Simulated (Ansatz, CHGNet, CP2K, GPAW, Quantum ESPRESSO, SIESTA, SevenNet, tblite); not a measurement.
**Running random packing of 35PbO-65B2O3 (mol %) (67 atoms) with tblite**

Wanted: tblite inputs and outputs for random packing of 35PbO-65B2O3 (mol %) (67 atoms), checked against a plane-wave reference.

Method: the method is named at each step, in tblite 0.8.0.

### 1. The structure

The cell holds 67 atoms: 6 Pb, 39 O and 22 B. Its edges and angles: a = 9.376 Å, b = 9.376 Å, c = 9.376 Å, α = 90.0°, β = 90.0°, γ = 90.0°. 67 atoms (6 Pb, 39 O, 22 B) packed at random in a cube at 4.24 g/cm³ and pushed apart as soft spheres, cations and anions kept from their own kind; a start for melting by ab initio MD, not an equilibrated structure. Then every atom was moved at random, 0.02 Å r.m.s. a Cartesian component.

The yardstick, on the same geometry:

| Property | Result |
| --- | --- |
| method | Kohn-Sham DFT, PBE, PAW, plane waves (Ansatz 0.2.0); cutoff 420 eV, Γ point, fermi-dirac smearing of 0.05 eV; PAW set soft_2 |
| r.m.s. force component | 2.566 eV/Å |
| longest force | 7.496 eV/Å |
| pressure | -15.32 GPa |
| SCF cycles | 15 |
| time | 4.6 s on 8 threads of Arm Neoverse V2, shared host |
| CPU time | 30 s |

### 2. GFN2-xTB

Method: GFN2-xTB tight binding, diagonalisation.

The input, run.py:

```python
import numpy as np
from ase.io import read
from tblite.ase import TBLite

atoms = read("structure.xyz")
atoms.calc = TBLite(method="GFN2-xTB", electronic_temperature=580, accuracy=1.0, max_iterations=250, mixer_damping=0.4, verbosity=1)
energy = atoms.get_potential_energy()
forces = atoms.get_forces()
print(f"energy {energy:.6f} eV")
print("forces (eV/A)")
for i, (a, f) in enumerate(zip(atoms, forces)):
    print(f"{i:4d} {a.symbol:2s} {f[0]:10.5f} {f[1]:10.5f} {f[2]:10.5f}")
stress = -atoms.get_stress(voigt=False) * 160.21766
print("stress (GPa, compression positive)")
for row in stress:
    print(" ".join(f"{x:10.4f}" for x in row))
print("charges (e)")
print(np.array2string(atoms.get_charges(), precision=4, suppress_small=True, max_line_width=110, threshold=100000))
```

The input, structure.xyz:

```xyz
67
Lattice="9.37580 0.00000 0.00000 0.00000 9.37580 0.00000 0.00000 0.00000 9.37580" Properties=species:S:1:pos:R:3 pbc="T T T"
Pb 6.45552 8.70993 6.94025
Pb 3.95715 5.19710 5.48822
Pb 8.30096 9.30051 1.71146
Pb 5.11422 5.30117 7.95340
Pb 0.70825 3.07667 6.58003
Pb 4.02081 8.73834 9.01989
O 4.12920 3.35504 3.50824
O 5.70864 7.54321 0.52739
O 0.57277 4.14617 4.49363
O 0.37325 0.38225 3.74066
O 2.56344 4.05972 6.50052
O 1.26836 1.81544 2.26454
O 4.13013 7.28509 5.78234
O 2.06596 6.71054 5.09106
O 8.70890 4.84588 6.28563
O 1.45287 0.82226 6.10815
O 8.03994 9.27332 8.21020
O 5.74933 2.85221 7.21627
O 8.63839 2.12831 5.40318
O 8.13257 2.07383 7.89817
O 1.42250 4.16436 0.39275
O 1.77081 6.49734 7.73916
O 7.13864 1.35668 2.78105
O 1.46103 5.30070 2.81330
O 7.87595 7.72257 4.00365
O 4.25943 6.35735 3.42292
O 8.57464 4.17195 1.06359
O 2.92956 0.73094 3.76682
O 3.02491 1.88566 8.26739
O 7.34097 4.26693 3.79907
O 4.66352 9.26085 1.72937
O 9.26704 7.80704 7.05838
O 3.28612 6.06211 0.57980
O 5.33399 2.48159 1.37665
O 2.85868 0.93477 0.94639
O 3.68141 3.94646 9.00921
O 3.76767 0.35384 6.24325
O 6.77289 1.12397 6.00933
O 6.55125 5.82031 5.31730
O 8.35074 7.49895 0.71322
O 0.96805 9.08140 9.33202
O 2.25554 7.88580 1.48644
O 6.74936 5.35780 0.51389
O 7.49023 6.67004 8.15432
O 6.61153 0.41825 0.60502
B 0.25849 6.86327 4.85807
B 8.81616 6.35510 2.82990
B 5.16250 5.22138 1.32255
B 4.35590 1.91594 9.28917
B 0.93683 6.77664 0.30153
B 8.90457 0.15920 6.63882
B 0.52561 5.36333 7.68862
B 5.70330 9.34739 4.18808
B 5.98167 8.32224 2.12831
B 4.66005 2.02170 4.63155
B 7.20755 4.32346 5.69449
[... 7 atom lines left out ...]
B 6.45374 2.16225 0.49354
B 1.30924 9.31148 2.70679
B 8.14457 0.54192 4.25971
B 6.99707 6.74917 0.88526
```

On the command line:

```sh
OMP_NUM_THREADS=1 python run.py > output.txt
```

What it wrote:

```text
------------------------------------------------------------
  cycle        total energy    energy error   density error
------------------------------------------------------------
      1     -170.8445466031  -1.7099623E+02   5.1987775E-01
      2     -65.52914431437   1.0531540E+02   9.7285790E-01
      3     -155.3011517994  -8.9772007E+01   4.5293454E-01
      4     -164.8922280825  -9.5910763E+00   3.8505912E-01
      5     -180.5656541866  -1.5673426E+01   3.3116483E-01
      6     -186.5569468864  -5.9912927E+00   2.8627643E-01
      7     -191.4285700187  -4.8716231E+00   2.0778556E-01
      8     -191.9740005751  -5.4543056E-01   1.7580477E-01
      9     -190.6630465315   1.3109540E+00   2.0603177E-01
     10     -193.8035854722  -3.1405389E+00   1.3431274E-01
     11     -193.7914301672   1.2155305E-02   1.1605351E-01
     12     -190.3649809620   3.4264492E+00   1.7559530E-01
     13     -194.2955553567  -3.9305744E+00   9.7005771E-02
     14     -193.9685077467   3.2704761E-01   1.1071103E-01
     15     -194.4909745623  -5.2246682E-01   7.6259990E-02
     16     -195.0757852414  -5.8481068E-01   5.7324570E-02
     17     -195.1259110554  -5.0125814E-02   4.6155374E-02
     18     -195.3197265328  -1.9381548E-01   3.1479229E-02
     19     -195.3389896198  -1.9263087E-02   2.9182559E-02
     20     -195.4060740602  -6.7084440E-02   2.2522950E-02
     21     -195.3738284668   3.2245593E-02   2.3603829E-02
     22     -195.3952349896  -2.1406523E-02   2.1424959E-02
     23     -195.4163568501  -2.1121860E-02   1.6383456E-02
     24     -195.4378295136  -2.1472664E-02   1.0316849E-02
[...]
37     -195.4553533654  -2.6190609E-06   1.7694806E-04
     38     -195.4553541923  -8.2682092E-07   1.4675263E-04
     39     -195.4553556001  -1.4078217E-06   1.0412211E-04
     40     -195.4553563151  -7.1496447E-07   6.8894901E-05
     41     -195.4553567851  -4.7005801E-07   3.5198579E-05
     42     -195.4553568154  -3.0334405E-08   2.8829488E-05
     43     -195.4553568300  -1.4590796E-08   2.5124668E-05
     44     -195.4553568681  -3.8043225E-08   1.5565468E-05
------------------------------------------------------------
 total:                                   3.701 sec
energy -5318.611166 eV
forces (eV/A)
   0 Pb   -3.44622   -1.91893    0.11163
   1 Pb   -0.94158    0.82304   -3.68338
   2 Pb    2.86300    1.01515   -0.57511
   3 Pb    0.33939   -0.44561    0.31177
   4 Pb    1.45250   -0.30208    1.28033
   5 Pb   -1.75992   -1.31143    0.24356
   6 O    -0.25919   -4.34429    4.06062
   7 O     5.26564   -2.27958    4.85215
   8 O     3.53033   -2.12488   -3.90883
   9 O    -0.79831   -2.82318    1.09939
  10 O     0.51760    0.31644   -0.03269
  11 O     1.55882    2.53230    3.82701
  12 O     0.85822    0.76466    0.61952
  13 O    -6.85374    2.99583   -0.63598
  14 O    -3.57666    3.82235    1.89788
  15 O    -1.10872   -5.21842    1.93982
  16 O     3.66978    1.89287   -1.83756
  17 O     0.38193    1.65794   -0.31746
  18 O    -1.38544   -3.85490   -2.25183
  19 O     4.23304    0.08188    5.49484
  20 O    -1.12826    1.04886    0.28730
  21 O    -6.10753   -3.80225    2.39570
  22 O     0.80754    4.00035    4.81099
  23 O    -3.47923    0.11485    1.31644
[...]
59 B    -3.00479   -1.21773   -4.93136
  60 B     2.27312    1.81421    3.50581
  61 B    -0.89143    1.39085    3.17773
  62 B     2.16192    3.95769   -0.98854
  63 B    -2.73038   -4.36204    2.50704
  64 B     2.47103    3.92389    0.63123
  65 B     1.83403    3.18288   -0.25472
  66 B     0.46291    0.22516   -4.93627
stress (GPa, compression positive)
  -23.2017     1.0329     1.3274
    1.0329   -22.9551     0.0852
    1.3274     0.0852   -22.2440
charges (e)
[ 0.5825  0.6561  0.3994  0.5784  0.572   0.5408 -0.4206 -0.3949 -0.3768 -0.4228 -0.4353 -0.3696 -0.3993
 -0.3313 -0.3436 -0.2984 -0.3846 -0.4824 -0.4232 -0.3873 -0.3226 -0.3422 -0.4775 -0.282  -0.5184 -0.3593
 -0.4123 -0.4189 -0.3704 -0.3447 -0.3706 -0.5001 -0.3886 -0.3687 -0.299  -0.3313 -0.4675 -0.3902 -0.4981
 -0.3873 -0.3827 -0.2739 -0.3918 -0.4758 -0.4341  0.4797  0.4607  0.4615  0.5865  0.5881  0.5581  0.5556
  0.411   0.5037  0.5137  0.5891  0.5649  0.6022  0.5475  0.5386  0.5629  0.5699  0.5448  0.5487  0.6
  0.5367  0.6249]
```

It took 4.2 s on 1 thread of Arm Neoverse V2, shared host; peak memory 0.1 GiB.

Banners, paths, timers and routine set-up lines are dropped from the logs unmarked, and long logs keep their key lines alone; longer cuts are marked.

Against the reference:

* r.m.s. force component: 2.823 eV/Å
* r.m.s. difference of force components: 541.8 meV/Å
* longest difference of force vectors: 2076 meV/Å
* force difference over r.m.s. force: 21.11 %
* slope of forces against the reference's: 1.083
* correlation of force components: 0.9843
* pressure: -22.8 GPa
* pressure difference: -7.479 GPa

Length of the force difference by element (eV/Å):

| element | atoms | mean | most |
| --- | --- | --- | --- |
| B | 22 | 0.96 | 1.7 |
| O | 39 | 0.79 | 2.1 |
| Pb | 6 | 0.77 | 1.4 |

The surroundings of Pb6, one of the 6 Pb atoms, nearest first, numbered as they follow in the input and with coordinates relative to it.

| atom | x | y | z | distance (Å) | Mulliken charge (e) | Fx | Fy | Fz (eV/Å) |
| --- | --- | --- | --- | --- | --- | --- | --- | --- |
| Pb6 | 0.00 | 0.00 | 0.00 | 0.00 | 0.54 | -1.76 | -1.31 | 0.24 |
| O31 | 0.64 | 0.52 | 2.09 | 2.24 | -0.37 | 3.90 | -2.25 | 2.99 |
| O8 | 1.69 | -1.20 | 0.88 | 2.25 | -0.39 | 5.27 | -2.28 | 4.85 |
| O35 | -1.16 | 1.57 | 1.30 | 2.35 | -0.30 | 2.41 | 1.86 | -1.52 |
| B49 | 0.34 | 2.55 | 0.27 | 2.59 | 0.59 | -6.27 | 0.77 | -0.72 |
| B63 | -1.90 | 0.74 | -1.64 | 2.62 | 0.54 | 2.16 | 3.96 | -0.99 |
| O42 | -1.77 | -0.85 | 1.84 | 2.69 | -0.27 | -3.79 | -0.55 | -0.41 |
| O29 | -1.00 | 2.52 | -0.75 | 2.81 | -0.37 | 2.73 | -2.12 | 1.71 |
| O33 | -0.73 | -2.68 | 0.94 | 2.93 | -0.39 | 2.52 | -0.40 | 0.84 |
| O45 | 2.59 | 1.06 | 0.96 | 2.96 | -0.43 | -1.88 | 5.44 | -2.13 |
| O37 | -0.25 | 0.99 | -2.78 | 2.96 | -0.47 | -2.66 | -1.92 | 1.21 |

Atoms are counted from 1 here, from 0 in the log.

Forces lie 21 % from the reference's, at 0.14 times its CPU time (on 1 against 8 cores).

### 3. IPEA1-xTB

Method: IPEA1-xTB tight binding, diagonalisation.

run.py: that of step 2 with these lines changed.

```diff
@@ -5,3 +5,3 @@
 atoms = read("structure.xyz")
-atoms.calc = TBLite(method="GFN2-xTB", electronic_temperature=580, accuracy=1.0, max_iterations=250, mixer_damping=0.4, verbosity=1)
+atoms.calc = TBLite(method="IPEA1-xTB", electronic_temperature=580, accuracy=1.0, max_iterations=250, mixer_damping=0.4, verbosity=1)
 energy = atoms.get_potential_energy()
```

structure.xyz is that of step 2.

What it wrote:

```text
------------------------------------------------------------
  cycle        total energy    energy error   density error
------------------------------------------------------------
      1     -182.1980834040  -1.8215000E+02   8.4001296E-01
      2     -184.5600121966  -2.3619288E+00   1.3617306E+00
      3     -201.2960854993  -1.6736073E+01   5.4552111E-01
      4     -213.8131784374  -1.2517093E+01   3.5609203E-01
      5     -214.1774012670  -3.6422283E-01   4.3717882E-01
      6     -218.5167656712  -4.3393644E+00   2.4920308E-01
      7     -218.2236932518   2.9307242E-01   2.5436848E-01
      8     -218.9824062721  -7.5871302E-01   2.5988473E-01
      9     -220.3486145155  -1.3662082E+00   1.7213729E-01
     10     -221.4151160090  -1.0665015E+00   1.0314164E-01
     11     -221.7678334227  -3.5271741E-01   7.2765367E-02
     12     -221.9689438008  -2.0111038E-01   4.2655302E-02
[...]
27     -222.0691094451  -6.7867830E-06   1.6276968E-04
     28     -222.0691106391  -1.1940083E-06   9.1899325E-05
     29     -222.0691109481  -3.0901083E-07   6.2143274E-05
     30     -222.0691110449  -9.6759294E-08   4.4111827E-05
     31     -222.0691111274  -8.2508024E-08   1.9899342E-05
------------------------------------------------------------
 total:                                   3.023 sec
energy -6042.808307 eV
forces (eV/A)
   0 Pb   -3.17219   -1.36980   -0.11525
   1 Pb   -2.42605    1.98919   -7.22062
   2 Pb    2.10075    0.62670   -2.46014
   3 Pb    1.33582   -0.89252    3.91995
   4 Pb    1.37330   -0.22599    0.28881
   5 Pb   -2.34962   -1.18997    1.01256
   6 O    -0.86515   -5.94248    5.57012
   7 O     5.76933   -1.67256    6.50673
   8 O     4.96627   -2.84502   -4.58062
   9 O    -1.94300   -3.00221    1.24501
  10 O    -0.11974    0.19541   -0.09886
  11 O     2.99636    2.71044    5.23796
[...]
62 B     3.21363    4.95926   -1.28749
  63 B    -4.43046   -6.03189    3.40175
  64 B     3.84042    4.90189    0.74991
  65 B     2.31636    2.84832    0.30016
  66 B     0.23306    0.55645   -5.36179
stress (GPa, compression positive)
  -50.8439     1.3462     0.9750
    1.3462   -49.9064    -0.8023
    0.9750    -0.8023   -46.2167
charges (e)
[ 0.7658  0.758   0.8046  0.7721  0.785   0.7491 -0.2639 -0.2475 -0.242  -0.208  -0.3378 -0.2377 -0.3025
 -0.2287 -0.1744 -0.1433 -0.2454 -0.3434 -0.2625 -0.2453 -0.2511 -0.2505 -0.2434 -0.2207 -0.2893 -0.3149
 -0.2916 -0.2834 -0.2345 -0.2297 -0.2791 -0.3022 -0.2725 -0.1692 -0.2348 -0.2127 -0.3332 -0.2522 -0.2845
 -0.215  -0.2625 -0.2072 -0.185  -0.2474 -0.2708  0.2454  0.2418  0.2365  0.2539  0.2734  0.2299  0.2466
  0.1975  0.1674  0.2477  0.2285  0.2567  0.3016  0.2177  0.2342  0.2448  0.2199  0.2316  0.2404  0.242
  0.206   0.2215]
```

Run time: 3.5 s. Hardware: 1 thread; peak memory 0.11 GiB.

Compared with the plane-wave run:

```yaml
r_m_s_force_component: 3.543 eV/Å
r_m_s_difference_of_force_components: 1196 meV/Å
longest_difference_of_force_vectors: 3865 meV/Å
force_difference_over_r_m_s_force: 46.63 %
slope_of_forces_against_the_reference_s: 1.344
correlation_of_force_components: 0.9737
pressure: -48.99 GPa
pressure_difference: -33.67 GPa
```

Against the first run (21 %), the force difference from the reference is 47 %, at 0.84 times the CPU time.

### 4. All runs compared

Differences are against the plane-wave reference, forces as r.m.s. over components; share is that over the reference's r.m.s. force, slope the least-squares factor from reference forces to these. Total energies of different programs have different zeros and aren't compared.

| run | Δ force, r.m.s. (meV/Å) | share (%) | slope | Δ pressure (GPa) | cores | CPU time | memory (GiB) |
| --- | --- | --- | --- | --- | --- | --- | --- |
| reference | - | - | - | - | 8 | 30 s | 0.99 |
| tblite GFN2-xTB | 542 | 21.1 | 1.083 | -7.48 | 1 | 4.2 s | 0.1 |
| tblite IPEA1-xTB | 1196 | 46.6 | 1.344 | -33.7 | 1 | 3.5 s | 0.11 |

CPU time is summed over cores on a shared host, where runs went side by side, so it is rough. Symmetry, cutoffs, thresholds, outputs and thread counts weren't matched or tuned between programs; memory under MPI is the largest rank's times the ranks.

Mean charges by element (e), by run and scheme:

| run | scheme | Pb | O | B |
| --- | --- | --- | --- | --- |
| reference | Löwdin | +1.16 | -0.35 | +0.40 |
| tblite GFN2-xTB | Mulliken | +0.55 | -0.39 | +0.54 |
| tblite IPEA1-xTB | Mulliken | +0.77 | -0.25 | +0.24 |

The reference's Löwdin charges lack the electrons that the projection spills, 0.030 e an atom on average.

### 5. Results

```
nearest in forces : tblite GFN2-xTB, 21 %
its CPU time      : 4.2 s
```

What this shows: Tight binding differs by 21 % (tblite GFN2-xTB) to 47 % (tblite IPEA1-xTB); it is another model, with fitted parameters of its own, and the xTB methods hold dispersion. IPEA1-xTB was fitted to ionisation energies and electron affinities, not to forces or charges. Of the electronic-structure runs that take under half the reference's CPU time, tblite GFN2-xTB comes nearest, at 21 % in 4.2 s against 30 s; its pressure misses by -7.5 GPa. Charges hang on model, scheme and program or settings: among these rows the mean for Pb runs from +0.55 to +1.16 e. Periodic xTB results under one method name differ between programs and library versions. The reference's pressure of -15 GPa belongs to a cell and atoms that aren't relaxed at this level. The electronic-structure runs sample only Γ, in a cell whose shortest periodic width is 9 Å, which is coarse for a cell with partly filled levels. Spin–orbit coupling is left out, which matters for the levels of the heavy elements.

[Also dropped from logs without a mark: logging warnings of Python, and SIESTA's first energy breakdown and zero terms.]

[Logs are printed without paths, hosts, clocks, repeated set-up lines and the standing remarks that a program may print on its own settings, such as how far it seeks lower states.]

[Hosts, paths, dates, database ids (printed as entryN), source tags and the programs' standing remarks are cut or masked in the printed files.]
